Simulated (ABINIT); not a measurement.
Entries from a set of simulations; values are calculated unless marked as measured.

```json
{"subject": "Beyond one shot: MgO (Fm-3m)", "lattice_ang": [[-0.0, 2.097, 2.097], [2.097, 0.0, 2.097], [2.097, 2.097, 0.0]], "atoms": [["Mg", 0.0, 0.0, 0.0], ["O", 0.5, 0.5, 0.5]], "method": "RPA screening on PBE from quasiparticle energies, plane waves, norm-conserving pseudopotentials (and 5 further levels or steps)", "program": "ABINIT 10.8.3", "settings": "cutoff 38 Ha, PseudoDojo scalar-relativistic 0.4.1 standard, norm-conserving, potential set dojo-sr-pbe-0.4.1-standard, ngkpt (6, 6, 6), nband 144, ecuteps 13.2 Ha, gwcalctyp 10, inclvkb 2, shiftk (0, 0, 0), symchi 1, awtr 1, frequency ppm, cycle 1, q points all but q = 0, 6×6×6 k-mesh", "cost": "9 runs, 86 min in all on 8 MPI ranks of AMD EPYC 7B13 (Zen 3), shared host", "notes": "The cell and positions are those that the Materials Project relaxed with its own functionals (PBE, PBE+U or r2SCAN), kept fixed. The first cycle of evGW0 takes the full correction, without the factor Z, so it overshoots the one-shot value.", "results": {"g0w0": "7.260 eV", "evgw0_cycle_1": "7.767 eV", "evgw0_cycle_2": "7.643 eV", "evgw0_cycle_3": "7.637 eV", "evgw_cycle_1": "8.276 eV", "known_limits": "short of the basis limit"}}
```

[Long decimals in the printed logs are rounded to 6 places.]

[Logs are printed without paths, hosts, clocks, repeated set-up lines and the standing remarks that a program may print on its own settings, such as how far it seeks lower states.]

[Paths, hosts, dates, memory and timing lines, banners, echoed tables and standing remarks are left out of the program output; an Ansatz launch command may be rebuilt from the run's recorded settings. Measured values are a selection of at most five: reports struck by readers or far from the other reports are left out. None is set beside runs whose start may be inverted or whose files or cutoffs have a known fault.]

[Runs of the session that timed out or met a known fault of the program may be left out.]

[Hosts, paths, dates, database ids (printed as entryN), source tags and the programs' standing remarks are cut or masked in the printed files.]

[G0W0 gaps are taken among the corrected bands and points alone; a level outside them can change the order at an edge.]

[Where Ansatz stands beside ABINIT at settings called matched, ABINIT's density can come from a denser mesh and the files from another edition; pairs whose starting gaps differed by over 0.03 eV were left out, so agreement reads better than it is.]
